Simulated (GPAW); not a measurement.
# The basis that the transmission of a Ta chain with a Cu atom on top of one atom needs

Wanted: the zero-bias transmission of a Ta chain with a Cu atom on top of one atom on a ladder of levels, with run times.

Calculated with GPAW 26.7.0; GPAW LCAO, PAW setups; Landauer transmission from Green's functions with principal layers (ASE), zero bias.

This is a report of a sequence of runs, with most program output left out.

**1. Starting point**

The cell holds 16 atoms: 15 Ta and 1 Cu. Cell: a = 9.000 Å, b = 9.000 Å, c = 36.000 Å, α = 90.0°, β = 90.0°, γ = 90.0°. Regions: left lead, 7 atoms (7 Ta); channel, 2 atoms (1 Ta and 1 Cu); right lead, 7 atoms (7 Ta). Vacuum lies along a and b. The structure is stacked along c, and the current runs across the ab planes.

**2. Double-zeta polarised basis**

The script solves lead and junction separately, takes H and S in the orbital basis, and joins semi-infinite leads through their self-energies; the dzp basis is the working standard.

The input, run.py:

```python
import json
import numpy as np
from ase import Atoms
from ase.transport.calculators import TransportCalculator
from gpaw import GPAW, FermiDirac
from gpaw.lcao.tools import get_lcao_hamiltonian
from scipy.linalg import eigh

# The junction with lead layers at both ends, along the third cell vector
device = Atoms(
    ['Ta', 'Ta', 'Ta', 'Ta', 'Ta', 'Ta', 'Ta', 'Ta', 'Cu', 'Ta', 'Ta', 'Ta', 'Ta', 'Ta', 'Ta', 'Ta'],
    positions=[
        [4.50000, 4.50000, 1.20000],
        [4.50000, 4.50000, 3.60000],
        [4.50000, 4.50000, 6.00000],
        [4.50000, 4.50000, 8.40000],
        [4.50000, 4.50000, 10.80000],
        [4.50000, 4.50000, 13.20000],
        [4.50000, 4.50000, 15.60000],
        [4.50000, 4.50000, 18.00000],
        [6.71400, 4.50000, 18.00000],
        [4.50000, 4.50000, 20.40000],
        [4.50000, 4.50000, 22.80000],
        [4.50000, 4.50000, 25.20000],
        [4.50000, 4.50000, 27.60000],
        [4.50000, 4.50000, 30.00000],
        [4.50000, 4.50000, 32.40000],
        [4.50000, 4.50000, 34.80000]],
    cell=[[9.0, 0.0, 0.0], [0.0, 9.0, 0.0], [0.0, 0.0, 36.0]],
    pbc=True)

# One principal layer of the lead: the first 5 atoms of the device
lead = Atoms(
    ['Ta', 'Ta', 'Ta', 'Ta', 'Ta'],
    positions=[
        [4.50000, 4.50000, 1.20000],
        [4.50000, 4.50000, 3.60000],
        [4.50000, 4.50000, 6.00000],
        [4.50000, 4.50000, 8.40000],
        [4.50000, 4.50000, 10.80000]],
    cell=[[9.0, 0.0, 0.0], [0.0, 9.0, 0.0], [0.0, 0.0, 12.0]],
    pbc=True)

settings = dict(mode='lcao', basis='dzp', xc='PBE', h=0.2,
                occupations=FermiDirac(0.1), maxiter=250,
                mixer=dict(beta=0.1, nmaxold=8, weight=100.0),
                convergence=dict(density=0.0001))
energies = np.arange(-2, 2 + 1e-9, 0.05)
eta = 0.0001
n1, n2 = 1, 1
# k and -k transmit alike, so half of the mesh across the current serves
mesh = [(i, j) for i in range(n1) for j in range(n2) if (i, j) <= (-i % n1, -j % n2)]
weights = np.array([1 if (i, j) == (-i % n1, -j % n2) else 2 for i, j in mesh]) / (n1 * n2)

# [... helper functions left out ...]
fermi_lead = ground_state(lead, (1, 1, 10), 'lead.txt')
fermi_device = ground_state(device, (1, 1, 2), 'device.txt')
# [... loop over the mesh left out, but for ...]
        # Shift the lead onto the potential of the device's first layer
        shift = ((H[:, 0, 0] - H0[:, 0, 0]) / S0[0, 0]).real.mean()
# [...]
kT = 8.617333e-5 * 77
bias = [0.1, 0.2, 0.5, 1.0, 1.5, 2.0]
# [... integrals and printing left out ...]
```

Started as:

```sh
> OMP_NUM_THREADS=1 OPENBLAS_NUM_THREADS=1 python run.py
```

The job ended after 3 min (1 thread of Arm Neoverse V2, shared host; peak memory 1.5 GiB).

Numbers from this step:

| Property | Result |
| --- | --- |
| conductance | 5.000 G₀ |
| largest coupling past the next principal layer | 9.06e-8 eV |
| largest misfit of the first principal layer | 0.02576 eV |
| shift that aligns the lead | -0.01103 eV |
| basis functions of the junction | 450 |
| basis functions of a principal layer | 145 |
| transmission at the Fermi level (one spin) | 5.008 |

One spin. Transmission, zone mean against energy, zero at the Fermi level:

energy (eV), transmission, zone mean and a bar from the least value:
```
    -2.00       1.32 
    -1.85       2.16 #######
    -1.70       2.89 ############
    -1.60       2.93 ############
    -1.45       3.12 ##############
    -1.30       3.19 ##############
    -1.15       3.19 ##############
    -1.05       3.16 ##############
    -0.90       3.10 ##############
    -0.75       3.02 #############
    -0.60       3.00 #############
    -0.50       3.12 ##############
    -0.35       3.52 #################
    -0.20       4.85 ###########################
    -0.05       4.94 ############################
     0.00       5.01 #############################
     0.05       4.99 ############################
     0.20       4.93 ############################
     0.35       4.91 ############################
     0.50       4.93 ############################
     0.60       4.98 ############################
     0.75       5.09 #############################
     0.90       5.18 ##############################
     0.95       5.19 ##############################
     1.05       5.17 ##############################
     1.15       5.02 #############################
     1.30       4.03 #####################
     1.45       3.94 ####################
     1.60       3.95 ####################
     1.70       3.97 ####################
     1.85       3.95 ####################
     2.00       3.86 ####################
```

Not self-consistent under bias; the bias window is split evenly. Current through one cell, from the zero-bias transmission against bias:

| bias (V) | current through one cell, from the zero-bias transmission (mA) |
| --- | --- |
| 0.100 | 0.0386 |
| 0.200 | 0.0772 |
| 0.500 | 0.190 |
| 1.000 | 0.352 |
| 1.500 | 0.507 |
| 2.000 | 0.667 |

Transmission of the three most open eigenchannels against energy, zero at the Fermi level:

| energy (eV) | channel 1 | channel 2 | channel 3 |
| --- | --- | --- | --- |
| -2.00 | 0.852 | 0.312 | 0.161 |
| -1.85 | 0.949 | 0.802 | 0.414 |
| -1.70 | 0.995 | 0.968 | 0.599 |
| -1.60 | 0.998 | 0.976 | 0.701 |
| -1.45 | 0.998 | 0.983 | 0.825 |
| -1.30 | 0.998 | 0.987 | 0.903 |
| -1.15 | 0.998 | 0.989 | 0.949 |
| -1.05 | 0.998 | 0.990 | 0.969 |
| -0.90 | 0.999 | 0.993 | 0.990 |
| -0.75 | 0.999 | 0.996 | 0.993 |
| -0.60 | 0.999 | 0.998 | 0.994 |
| -0.50 | 0.999 | 0.998 | 0.995 |
| -0.35 | 0.999 | 0.996 | 0.995 |
| -0.20 | 0.999 | 0.997 | 0.996 |
| -0.05 | 0.999 | 0.996 | 0.996 |
| 0.00 | 0.999 | 0.997 | 0.996 |
| 0.05 | 0.999 | 0.996 | 0.996 |
| 0.20 | 0.999 | 0.996 | 0.995 |
| 0.35 | 0.999 | 0.995 | 0.995 |
| 0.50 | 0.999 | 0.994 | 0.994 |
| 0.60 | 0.999 | 0.993 | 0.992 |
| 0.75 | 0.999 | 0.994 | 0.991 |
| 0.90 | 0.999 | 0.994 | 0.992 |
| 1.05 | 0.999 | 0.993 | 0.992 |
| 1.15 | 0.999 | 0.993 | 0.992 |
| 1.30 | 0.999 | 0.994 | 0.986 |
| 1.45 | 0.999 | 0.996 | 0.987 |
| 1.60 | 0.999 | 0.998 | 0.990 |
| 1.70 | 0.999 | 0.997 | 0.996 |
| 1.85 | 0.999 | 0.996 | 0.986 |
| 2.00 | 0.999 | 0.990 | 0.945 |

Couplings past the next layer reach 9.1e-8 eV, small enough to drop; the matrix elements of the cell's first layer differ from the bulk lead's by up to 0.026 eV. That layer keeps its own values in the calculation, and only beyond it is the lead taken as perfect. The Fermi levels of lead and junction count from different zeros of potential, one for each periodic cell; with both set to zero, the small remaining shift is what aligns them. Without spin-orbit coupling, which is large for these atoms, channel counts and T are those of the scalar-relativistic bands. By hand: G = 5.000 × 77.48 μS = 387 μS, a resistance of 2.58 kΩ; at 0.1 V a linear junction would pass 38.7 μA, and the integral over the bias window gives 38.6 μA.

**3. GPAW, szp: basis = "szp(dzp)"**

One radial function a shell plus polarisation makes the matrices smaller; the question is what that costs.

Edit run.py of step 2 so:

```diff
@@ -43,3 +43,3 @@
 
-settings = dict(mode='lcao', basis='dzp', xc='PBE', h=0.2,
+settings = dict(mode='lcao', basis='szp(dzp)', xc='PBE', h=0.2,
                 occupations=FermiDirac(0.1), maxiter=250,
```

It took 1.9 min on 1 thread; peak memory 1.4 GiB.

Numbers from this step:

```yaml
conductance: 5.003 G₀
largest_coupling_past_the_next_principal_layer: 9.07e-8 eV
largest_misfit_of_the_first_principal_layer: 0.01907 eV
shift_that_aligns_the_lead: -0.009408 eV
basis_functions_of_the_junction: 249
basis_functions_of_a_principal_layer: 80
transmission_at_the_fermi_level_one_spin: 5.023
```

One spin. Table of transmission, zone mean by energy, zero at the Fermi level:

| energy (eV) | transmission, zone mean |
| --- | --- |
| -2.00 | 1.57 |
| -1.85 | 2.23 |
| -1.70 | 3.67 |
| -1.60 | 2.98 |
| -1.45 | 3.14 |
| -1.30 | 3.21 |
| -1.15 | 3.22 |
| -1.05 | 3.19 |
| -0.90 | 3.12 |
| -0.75 | 3.04 |
| -0.60 | 3.00 |
| -0.50 | 3.08 |
| -0.35 | 3.48 |
| -0.20 | 4.87 |
| -0.05 | 4.82 |
| 0.00 | 5.02 |
| 0.05 | 5.01 |
| 0.20 | 4.95 |
| 0.35 | 4.92 |
| 0.50 | 4.92 |
| 0.60 | 4.96 |
| 0.75 | 5.05 |
| 0.90 | 5.15 |
| 1.05 | 5.19 |
| 1.15 | 5.13 |
| 1.30 | 4.58 |
| 1.45 | 3.94 |
| 1.60 | 3.96 |
| 1.70 | 3.97 |
| 1.85 | 3.95 |
| 2.00 | 3.82 |

Not self-consistent under bias; the bias window is split evenly. Current through one cell, from the zero-bias transmission against bias:

| bias (V) | current through one cell, from the zero-bias transmission (mA) |
| --- | --- |
| 0.100 | 0.0385 |
| 0.200 | 0.0769 |
| 0.500 | 0.190 |
| 1.000 | 0.351 |
| 1.500 | 0.506 |
| 2.000 | 0.666 |

Table of transmission of the three most open eigenchannels by energy, zero at the Fermi level:

| energy (eV) | channel 1 | channel 2 | channel 3 |
| --- | --- | --- | --- |
| -2.00 | 0.925 | 0.337 | 0.307 |
| -1.90 | 0.950 | 0.611 | 0.464 |
| -1.80 | 0.965 | 0.864 | 0.581 |
| -1.70 | 0.997 | 0.986 | 0.975 |
| -1.55 | 0.998 | 0.983 | 0.811 |
| -1.45 | 0.998 | 0.987 | 0.870 |
| -1.35 | 0.998 | 0.989 | 0.912 |
| -1.25 | 0.998 | 0.990 | 0.942 |
| -1.15 | 0.998 | 0.991 | 0.964 |
| -1.05 | 0.998 | 0.992 | 0.978 |
| -0.90 | 0.998 | 0.994 | 0.991 |
| -0.80 | 0.999 | 0.996 | 0.994 |
| -0.70 | 0.999 | 0.998 | 0.995 |
| -0.60 | 0.999 | 0.999 | 0.996 |
| -0.50 | 0.999 | 0.998 | 0.996 |
| -0.40 | 0.999 | 0.996 | 0.996 |
| -0.25 | 0.999 | 0.997 | 0.994 |
| -0.15 | 0.999 | 0.997 | 0.997 |
| -0.05 | 0.999 | 0.997 | 0.995 |
| 0.00 | 0.999 | 0.997 | 0.997 |
| 0.05 | 0.999 | 0.997 | 0.996 |
| 0.15 | 0.999 | 0.997 | 0.995 |
| 0.25 | 0.999 | 0.996 | 0.995 |
| 0.40 | 0.999 | 0.996 | 0.996 |
| 0.50 | 0.999 | 0.995 | 0.995 |
| 0.60 | 0.999 | 0.994 | 0.993 |
| 0.70 | 0.999 | 0.993 | 0.990 |
| 0.80 | 0.999 | 0.993 | 0.991 |
| 0.90 | 0.999 | 0.993 | 0.992 |
| 1.05 | 0.999 | 0.993 | 0.993 |
| 1.15 | 0.999 | 0.993 | 0.992 |
| 1.25 | 0.999 | 0.993 | 0.992 |
| 1.35 | 0.999 | 0.993 | 0.986 |
| 1.45 | 0.999 | 0.995 | 0.983 |
| 1.55 | 0.999 | 0.997 | 0.989 |
| 1.70 | 0.999 | 0.997 | 0.996 |
| 1.80 | 0.999 | 0.996 | 0.990 |
| 1.90 | 0.999 | 0.995 | 0.973 |
| 2.00 | 0.999 | 0.966 | 0.952 |

The conductance equals that of the dzp run to 0.2 %.

**4. Minimal basis**

One function for each valence shell of the setup, as for a first survey of a large system.

Edit run.py of step 3 so:

```diff
@@ -43,3 +43,3 @@
 
-settings = dict(mode='lcao', basis='szp(dzp)', xc='PBE', h=0.2,
+settings = dict(mode='lcao', basis='sz(dzp)', xc='PBE', h=0.2,
                 occupations=FermiDirac(0.1), maxiter=250,
```

It took 84 s on 1 thread; peak memory 1.4 GiB.

This step gave:

| Item | Value |
| --- | --- |
| conductance | 5.007 G₀ |
| largest misfit of the first principal layer | 0.01523 eV |
| shift that aligns the lead | -0.01049 eV |
| basis functions of the junction | 201 |
| basis functions of a principal layer | 65 |
| transmission at the Fermi level (one spin) | 5.009 |

One spin. Transmission, zone mean against energy, zero at the Fermi level:

| energy (eV) | transmission, zone mean |
| --- | --- |
| -2.000 | 1.91 |
| -1.800 | 2.56 |
| -1.700 | 3.68 |
| -1.600 | 3.08 |
| -1.400 | 3.18 |
| -1.200 | 3.19 |
| -1.000 | 3.13 |
| -0.800 | 3.03 |
| -0.600 | 3.01 |
| -0.400 | 3.38 |
| -0.200 | 4.83 |
| 0.000 | 5.01 |
| 0.200 | 4.94 |
| 0.400 | 4.93 |
| 0.600 | 4.97 |
| 0.800 | 5.11 |
| 1.000 | 5.23 |
| 1.100 | 5.25 |
| 1.200 | 5.21 |
| 1.400 | 4.16 |
| 1.600 | 3.96 |
| 1.800 | 3.94 |
| 2.000 | 3.70 |

The conductance equals that of the dzp run to 0.2 %.

**5. revPBE in the dzp basis: xc = "revPBE"**

Back in the dzp basis, the functional changes from PBE to revPBE, to set the spread between functionals beside that between bases.

Edit run.py of step 4 so:

```diff
@@ -43,3 +43,3 @@
 
-settings = dict(mode='lcao', basis='sz(dzp)', xc='PBE', h=0.2,
+settings = dict(mode='lcao', basis='dzp', xc='revPBE', h=0.2,
                 occupations=FermiDirac(0.1), maxiter=250,
```

It took 3.2 min on 1 thread; peak memory 1.5 GiB.

Numbers from this step:

| Item | Value |
| --- | --- |
| conductance | 4.999 G₀ |
| largest coupling past the next principal layer | 8.85e-8 eV |
| largest misfit of the first principal layer | 0.02422 eV |
| shift that aligns the lead | -0.01856 eV |
| basis functions of the junction | 450 |
| basis functions of a principal layer | 145 |
| transmission at the Fermi level (one spin) | 4.997 |

The conductance equals that of the dzp run to 0.2 %.

**6. All levels side by side**

Times are for 1 thread of Arm Neoverse V2, shared host. The runs compared:

| no. | run | conductance (G₀) | time | memory (GiB) |
| --- | --- | --- | --- | --- |
| 1 | dzp | 5.000 | 3 min | 1.5 |
| 2 | szp | 5.003 | 1.9 min | 1.4 |
| 3 | sz | 5.007 | 84 s | 1.4 |
| 4 | dzp revPBE | 4.999 | 3.2 min | 1.5 |

**7. The levels side by side**

The curves are compared point by point over the common energies.

This step: comparison of transmission and cost over codes and levels (GPAW 26.7.0).

Ladder, by row:

| step | code | T at the Fermi level (sum over the listed spins) | conductance (G0) | r.m.s. T(E) from the first | wall time (s) | peak memory (GiB) | threads |
| --- | --- | --- | --- | --- | --- | --- | --- |
| dzp | GPAW | 5.008 | 5 | 0 | 180.5 | 1.47 | 1 |
| szp | GPAW | 5.023 | 5.003 | 0.1327 | 116.4 | 1.4 | 1 |
| sz | GPAW | 5.009 | 5.007 | 0.2178 | 84.07 | 1.35 | 1 |
| dzp-revPBE | GPAW | 4.997 | 4.999 | 0.02915 | 191.8 | 1.47 | 1 |

Transmission, zone mean, sum over the listed spins against energy, zero at the Fermi level:

| energy (eV) | dzp | szp | sz | dzp-revPBE |
| --- | --- | --- | --- | --- |
| -2.00 | 1.32 | 1.57 | 1.91 | 1.41 |
| -1.85 | 2.16 | 2.23 | 2.42 | 2.11 |
| -1.70 | 2.89 | 3.67 | 3.68 | 3.02 |
| -1.50 | 3.07 | 3.10 | 3.14 | 3.08 |
| -1.35 | 3.17 | 3.20 | 3.19 | 3.19 |
| -1.20 | 3.19 | 3.22 | 3.19 | 3.20 |
| -1.05 | 3.16 | 3.19 | 3.15 | 3.17 |
| -0.90 | 3.10 | 3.12 | 3.08 | 3.10 |
| -0.70 | 3.00 | 3.01 | 3.00 | 3.00 |
| -0.55 | 3.04 | 3.02 | 3.05 | 3.04 |
| -0.40 | 3.36 | 3.32 | 3.38 | 3.34 |
| -0.25 | 3.86 | 3.84 | 3.88 | 3.85 |
| -0.10 | 5.00 | 5.01 | 4.99 | 4.95 |
| 0.00 | 5.01 | 5.02 | 5.01 | 5.00 |
| 0.10 | 4.96 | 4.99 | 4.98 | 4.97 |
| 0.25 | 4.92 | 4.94 | 4.93 | 4.92 |
| 0.40 | 4.91 | 4.92 | 4.93 | 4.90 |
| 0.55 | 4.95 | 4.94 | 4.95 | 4.93 |
| 0.70 | 5.05 | 5.02 | 5.03 | 5.02 |
| 0.90 | 5.18 | 5.15 | 5.18 | 5.15 |
| 0.95 | 5.19 | 5.18 | 5.21 | 5.16 |
| 1.05 | 5.17 | 5.19 | 5.25 | 5.14 |
| 1.20 | 4.84 | 5.06 | 5.21 | 4.82 |
| 1.35 | 3.93 | 4.17 | 4.69 | 3.92 |
| 1.50 | 3.94 | 3.94 | 3.95 | 3.94 |
| 1.70 | 3.97 | 3.97 | 3.96 | 3.96 |
| 1.85 | 3.95 | 3.95 | 3.92 | 3.95 |
| 2.00 | 3.86 | 3.82 | 3.70 | 3.89 |

**8. Smearing 0.3, grid spacing 0.25**

Smearing helps the SCF of a metal converge, but it blurs occupations at band edges near the Fermi level. The real-space grid carries density and potential; a coarse one breaks translation symmetry along the lead and scatters electrons that should pass.

This step: GPAW LCAO, PAW setups; Landauer transmission from Green's functions with principal layers (ASE), zero bias (GPAW 26.7.0).

Edit run.py of step 5 so:

```diff
@@ -43,4 +43,4 @@
 
-settings = dict(mode='lcao', basis='dzp', xc='revPBE', h=0.2,
-                occupations=FermiDirac(0.1), maxiter=250,
+settings = dict(mode='lcao', basis='dzp', xc='PBE', h=0.25,
+                occupations=FermiDirac(0.3), maxiter=250,
                 mixer=dict(beta=0.1, nmaxold=8, weight=100.0),
```

Run time: 2.3 min. Hardware: 1 thread; peak memory 0.97 GiB.

The run finished with changed settings (width = 0.3 and h = 0.25); it serves as a test.

Side by side:

| quantity | this run | sound run | difference |
| --- | --- | --- | --- |
| conductance (G₀) | 4.9837 | 5.0003 | -0.0165 |
| largest coupling past the next principal layer (eV) | 9.058e-8 | 9.060e-8 | -2.3e-11 |
| largest misfit of the first principal layer (eV) | 0.017082 | 0.025764 | -0.00868 |
| shift that aligns the lead (eV) | 0.0039633 | -0.011028 | 0.0150 |
| transmission at the Fermi level (one spin) | 4.9842 | 5.0076 | -0.0234 |

**9. SCF mesh 1×1×1, temperature 700**

The SCF mesh sets the Fermi level of the repeated cell. Temperature enters only through the Fermi window.

Edit run.py of step 8 so:

```diff
@@ -43,4 +43,4 @@
 
-settings = dict(mode='lcao', basis='dzp', xc='PBE', h=0.25,
-                occupations=FermiDirac(0.3), maxiter=250,
+settings = dict(mode='lcao', basis='dzp', xc='PBE', h=0.2,
+                occupations=FermiDirac(0.1), maxiter=250,
                 mixer=dict(beta=0.1, nmaxold=8, weight=100.0),
@@ -56,3 +56,3 @@
 fermi_lead = ground_state(lead, (1, 1, 10), 'lead.txt')
-fermi_device = ground_state(device, (1, 1, 2), 'device.txt')
+fermi_device = ground_state(device, (1, 1, 1), 'device.txt')
 # [... loop over the mesh left out, but for ...]
@@ -61,3 +61,3 @@
 # [...]
-kT = 8.617333e-5 * 77
+kT = 8.617333e-5 * 700
 bias = [0.1, 0.2, 0.5, 1.0, 1.5, 2.0]
```

Run time: 2 min. Hardware: 1 thread; peak memory 1.5 GiB.

The run finished with changed settings (scf_mesh = [1, 1, 1] and temperature = 700); it serves as a test.

Side by side:

| quantity | this run | sound run | difference |
| --- | --- | --- | --- |
| conductance (G₀) | 4.9572 | 5.0003 | -0.0430 |
| largest misfit of the first principal layer (eV) | 0.058580 | 0.025764 | 0.0328 |
| shift that aligns the lead (eV) | -0.030143 | -0.011028 | -0.0191 |
| transmission at the Fermi level (one spin) | 5.0118 | 5.0076 | 0.00422 |

One result that differs is the largest misfit of the first principal layer, 0.0586 eV against 0.0258 eV.

**10. What came out**

| Property | Result |
| --- | --- |
| conductance | 5.00 G₀ |
| transmission at the Fermi level, mean of the spins | 5.01 |
| thermopower | about 0 (under 1.5 μV/K) |

In the dzp basis the junction conducts 5.00 G₀ at 77 K, with T = 5.01 a spin at the Fermi level; the sz basis reaches that conductance within 10 %. At the Fermi level the three most open eigenchannels pass 1.00, 1.00 and 1.00. Measured against the first run (dzp), the nearest curve is that of dzp-revPBE (r.m.s. 0.029) and the farthest that of sz (0.22). Over the compared runs wall time goes from 84 s (sz) to 192 s (dzp-revPBE), on a shared host. The geometry was built from estimated bond lengths and not relaxed, so the numbers describe this model structure. The run had no spin polarisation, so a magnetic state, which chains and small molecules with open shells often have, wasn't tested. Spin-orbit coupling is left out, which matters for the heavy atoms here. An evenly spaced straight chain is an idealisation: free chains tend to dimerise, zigzag or, where a band edge lies near the Fermi level, turn magnetic. The currents use the zero-bias T(E) throughout, which holds only while the bias is small against the distance to the nearest feature. The energy step is wider than the thermal energy, so the conductance and thermopower rest on interpolation of T(E).

[Logs are printed without paths, hosts, clocks, repeated set-up lines and the standing remarks that a program may print on its own settings, such as how far it seeks lower states.]

[Hosts, paths, dates, database ids (printed as entryN), source tags and the programs' standing remarks are cut or masked in the printed files.]
